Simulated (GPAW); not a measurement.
# Conductance along a series: segments of Si in an Os chain, part 2 of 2

How does transport respond as one structural variable is stepped? The junctions: segments of Si in an Os chain.

GPAW 26.7.0; GPAW LCAO, PAW setups; Landauer transmission from Green's functions with principal layers (ASE), zero bias.

So far, transmission at the Fermi level (one spin): step 2 (member of the series, foreign atoms 1) 2.61; step 3 (16 atoms, foreign atoms 2) 2.51; step 4 (17 atoms, foreign atoms 3) 2.11; step 5 (18 atoms, foreign atoms 4) 2.24; step 6 (19 atoms, foreign atoms 5) 2.16.

## Step 7: Member of the series, 20 atoms: segment atoms = 6

System of this step: 6 Si atoms in an Os chain. The cell holds 20 atoms: 14 Os and 6 Si. Its edges and angles: a = 9.000 Å, b = 9.000 Å, c = 45.066 Å, α = 90.0°, β = 90.0°, γ = 90.0°. Regions: left lead, 7 atoms (7 Os); channel, 6 atoms (6 Si); right lead, 7 atoms (7 Os). Vacuum lies along a and b. The structure is stacked along c, and the current runs across the ab planes.

run.py

```python
import json
import numpy as np
from ase import Atoms
from ase.transport.calculators import TransportCalculator
from gpaw import GPAW, FermiDirac
from gpaw.lcao.tools import get_lcao_hamiltonian
from scipy.linalg import eigh

# The junction with lead layers at both ends, along the third cell vector
device = Atoms(
    ['Os', 'Os', 'Os', 'Os', 'Os', 'Os', 'Os', 'Si', 'Si', 'Si', 'Si', 'Si', 'Si', 'Os', 'Os', 'Os', 'Os', 'Os', 'Os', 'Os'],
    positions=[
        [4.50000, 4.50000, 1.14000],
        [4.50000, 4.50000, 3.42000],
        [4.50000, 4.50000, 5.70000],
        [4.50000, 4.50000, 7.98000],
        [4.50000, 4.50000, 10.26000],
        [4.50000, 4.50000, 12.54000],
        [4.50000, 4.50000, 14.82000],
        [4.50000, 4.50000, 17.03300],
        [4.50000, 4.50000, 19.23300],
        [4.50000, 4.50000, 21.43300],
        [4.50000, 4.50000, 23.63300],
        [4.50000, 4.50000, 25.83300],
        [4.50000, 4.50000, 28.03300],
        [4.50000, 4.50000, 30.24600],
        [4.50000, 4.50000, 32.52600],
        [4.50000, 4.50000, 34.80600],
        [4.50000, 4.50000, 37.08600],
        [4.50000, 4.50000, 39.36600],
        [4.50000, 4.50000, 41.64600],
        [4.50000, 4.50000, 43.92600]],
    cell=[[9.0, 0.0, 0.0], [0.0, 9.0, 0.0], [0.0, 0.0, 45.066]],
    pbc=True)

# One principal layer of the lead: the first 5 atoms of the device
lead = Atoms(
    ['Os', 'Os', 'Os', 'Os', 'Os'],
    positions=[
        [4.50000, 4.50000, 1.14000],
        [4.50000, 4.50000, 3.42000],
        [4.50000, 4.50000, 5.70000],
        [4.50000, 4.50000, 7.98000],
        [4.50000, 4.50000, 10.26000]],
    cell=[[9.0, 0.0, 0.0], [0.0, 9.0, 0.0], [0.0, 0.0, 11.4]],
    pbc=True)

settings = dict(mode='lcao', basis='dzp', xc='PBE', h=0.2,
                occupations=FermiDirac(0.1), maxiter=250,
                mixer=dict(beta=0.1, nmaxold=8, weight=100.0),
                convergence=dict(density=0.0001))
energies = np.arange(-2, 2 + 1e-9, 0.05)
eta = 0.0001
n1, n2 = 1, 1
# k and -k transmit alike, so half of the mesh across the current serves
mesh = [(i, j) for i in range(n1) for j in range(n2) if (i, j) <= (-i % n1, -j % n2)]
weights = np.array([1 if (i, j) == (-i % n1, -j % n2) else 2 for i, j in mesh]) / (n1 * n2)

# [... helper functions left out ...]
fermi_lead = ground_state(lead, (1, 1, 10), 'lead.txt')
fermi_device = ground_state(device, (1, 1, 2), 'device.txt')
# [... loop over the mesh left out, but for ...]
        # Shift the lead onto the potential of the device's first layer
        shift = ((H[:, 0, 0] - H0[:, 0, 0]) / S0[0, 0]).real.mean()
# [...]
kT = 8.617333e-5 * 300
bias = [0.1, 0.2, 0.5, 1.0, 1.5, 2.0]
# [... integrals and printing left out ...]
```

Started as:

```bash
$ OMP_NUM_THREADS=1 OPENBLAS_NUM_THREADS=1 python run.py
```

It took 12 min on 1 thread of Arm Neoverse N1, shared host; peak memory 1.6 GiB.

One spin. Transmission, zone mean against energy, zero at the Fermi level:

energy (eV), transmission, zone mean and a bar:
```
    -2.00       0.10 
    -1.90       0.09 
    -1.80       0.09 
    -1.70       0.09 
    -1.55       0.10 
    -1.45       0.13 
    -1.35       0.31 ##
    -1.25       1.98 ####################
    -1.15       1.19 ############
    -1.05       0.91 #########
    -0.90       1.20 ############
    -0.80       1.67 #################
    -0.70       2.09 #####################
    -0.65       2.16 ######################
    -0.60       2.14 ######################
    -0.50       2.00 ####################
    -0.40       1.89 ###################
    -0.25       1.93 ####################
    -0.15       2.07 #####################
    -0.05       2.25 #######################
     0.00       2.36 ########################
     0.05       2.46 #########################
     0.15       2.64 ###########################
     0.25       2.78 #############################
     0.40       2.89 ##############################
     0.45       2.89 ##############################
     0.50       2.88 ##############################
     0.60       2.83 #############################
     0.70       2.74 ############################
     0.80       2.64 ###########################
     0.90       2.57 ###########################
     1.05       2.51 ##########################
     1.15       2.50 ##########################
     1.25       2.50 ##########################
     1.35       2.53 ##########################
     1.45       2.51 ##########################
     1.55       2.48 ##########################
     1.70       2.43 #########################
     1.80       2.42 #########################
     1.90       2.43 #########################
     2.00       2.46 #########################
```

The conductance, 2.36 G₀, lies 8.9 % above that of the member before.

## Step 8: Comparing the runs

Times are for 1 thread of Arm Neoverse N1, shared host. Results by setting:

```
no.  foreign atoms  conductance (G₀)     time  memory (GiB)
  1              1             2.608  5.3 min           1.3
  2              2             2.512  5.1 min           1.4
  3              3             2.109    6 min           1.4
  4              4             2.235  5.5 min           1.5
  5              5             2.164  5.9 min           1.6
  6              6             2.356   12 min           1.6
```

The runs together. The transmission, zone mean by energy, zero at the Fermi level:

```
energy (eV)     1      2      3      4      5       6
    -2.0000  1.51  0.844  0.506  0.296  0.167  0.0965
    -1.7500  1.65  0.878  0.492  0.278  0.158  0.0927
    -1.5000  1.79  0.970  0.529  0.304  0.181   0.108
    -1.2500  1.94   1.15  0.720  0.635   1.02    1.98
    -1.0000  2.10   1.45   1.37   2.20   1.37   0.938
    -0.9500  2.13   1.53   1.56   2.22   1.26    1.04
    -0.7500  2.26   1.85   2.24   1.78   1.36    1.91
    -0.5000  2.42   2.22   2.31   1.69   2.01    2.00
    -0.2500  2.53   2.44   2.17   1.95   2.24    1.93
     0.0000  2.61   2.51   2.11   2.24   2.16    2.36
     0.1000  2.62   2.52   2.10   2.31   2.17    2.56
     0.2500  2.62   2.51   2.12   2.36   2.24    2.78
     0.5000  2.62   2.45   2.17   2.34   2.49    2.88
     0.7500  2.64   2.39   2.25   2.32   2.81    2.69
     1.0000  2.66   2.33   2.36   2.40   2.99    2.52
     1.2500  2.67   2.32   2.44   2.62   2.87    2.50
     1.5000  2.73   2.39   2.49   2.84   2.74    2.50
     1.6500  2.74   2.42   2.50   2.93   2.69    2.45
     1.7500  2.73   2.44   2.51   2.96   2.67    2.43
     2.0000  2.64   2.48   2.56   2.92   2.58    2.46
```

The runs together. The current through one cell, from the zero-bias transmission by bias:

```
bias (V)  1 (μA)  2 (μA)  3 (μA)  4 (μA)  5 (μA)  6 (μA)
   0.100    20.2    19.5    16.3    17.3    16.8    18.3
   0.200    40.4    38.9    32.7    34.5    33.6    36.5
   0.500     101    96.8    82.1    85.5    84.9    91.3
   1.000     199     190     167     166     173     184
   1.500     296     277     254     244     256     278
   2.000     389     354     335     329     338     354
```

## Step 9: Functional BLYP

The functional moves levels against the Fermi level.

System of this step: 5 Si atoms in an Os chain. The cell holds 19 atoms: 14 Os and 5 Si. Its edges and angles: a = 9.000 Å, b = 9.000 Å, c = 42.866 Å, α = 90.0°, β = 90.0°, γ = 90.0°. Regions: left lead, 7 atoms (7 Os); channel, 5 atoms (5 Si); right lead, 7 atoms (7 Os). Vacuum lies along a and b. The structure is stacked along c, and the current runs across the ab planes.

Edit run.py of step 7 so:

```diff
@@ -10,3 +10,3 @@
 device = Atoms(
-    ['Os', 'Os', 'Os', 'Os', 'Os', 'Os', 'Os', 'Si', 'Si', 'Si', 'Si', 'Si', 'Si', 'Os', 'Os', 'Os', 'Os', 'Os', 'Os', 'Os'],
+    ['Os', 'Os', 'Os', 'Os', 'Os', 'Os', 'Os', 'Si', 'Si', 'Si', 'Si', 'Si', 'Os', 'Os', 'Os', 'Os', 'Os', 'Os', 'Os'],
     positions=[
@@ -24,11 +24,10 @@
         [4.50000, 4.50000, 25.83300],
-        [4.50000, 4.50000, 28.03300],
-        [4.50000, 4.50000, 30.24600],
-        [4.50000, 4.50000, 32.52600],
-        [4.50000, 4.50000, 34.80600],
-        [4.50000, 4.50000, 37.08600],
-        [4.50000, 4.50000, 39.36600],
-        [4.50000, 4.50000, 41.64600],
-        [4.50000, 4.50000, 43.92600]],
-    cell=[[9.0, 0.0, 0.0], [0.0, 9.0, 0.0], [0.0, 0.0, 45.066]],
+        [4.50000, 4.50000, 28.04600],
+        [4.50000, 4.50000, 30.32600],
+        [4.50000, 4.50000, 32.60600],
+        [4.50000, 4.50000, 34.88600],
+        [4.50000, 4.50000, 37.16600],
+        [4.50000, 4.50000, 39.44600],
+        [4.50000, 4.50000, 41.72600]],
+    cell=[[9.0, 0.0, 0.0], [0.0, 9.0, 0.0], [0.0, 0.0, 42.866]],
     pbc=True)
@@ -47,3 +46,3 @@
 
-settings = dict(mode='lcao', basis='dzp', xc='PBE', h=0.2,
+settings = dict(mode='lcao', basis='dzp', xc='BLYP', h=0.2,
                 occupations=FermiDirac(0.1), maxiter=250,
```

The job ended after 1.2 s (1 thread; peak memory 0.1 GiB).

The program refused the input before any cycle.

The program's message: “FileNotFoundError: Could not find required PAW dataset file "Os.BLYP".”

## Step 10: Outcome

```
conductance, first and last member : 2.61 and 2.36 G₀
largest and smallest               : 2.61 and 2.11 G₀
```

What this shows: As the number of foreign atoms goes from 1 to 6, the conductance goes from 2.61 to 2.36 G₀. The conductance does not change monotonically along the series. The geometry was built from estimated bond lengths and not relaxed, so the numbers describe this model structure. The run had no spin polarisation, so a magnetic state, which chains and small molecules with open shells often have, wasn't tested. Spin-orbit coupling is left out, which matters for the heavy atoms here. An evenly spaced straight chain is an idealisation: free chains tend to dimerise, zigzag or, where a band edge lies near the Fermi level, turn magnetic. The currents use the zero-bias T(E) throughout, which holds only while the bias is small against the distance to the nearest feature. The thermopower isn't quoted: it samples T(E) farther from the Fermi level than the conductance does, and the energy grid wasn't tested for it.

[Logs are printed without paths, hosts, clocks, repeated set-up lines and the standing remarks that a program may print on its own settings, such as how far it seeks lower states.]

[Hosts, paths, dates, database ids (printed as entryN), source tags and the programs' standing remarks are cut or masked in the printed files.]
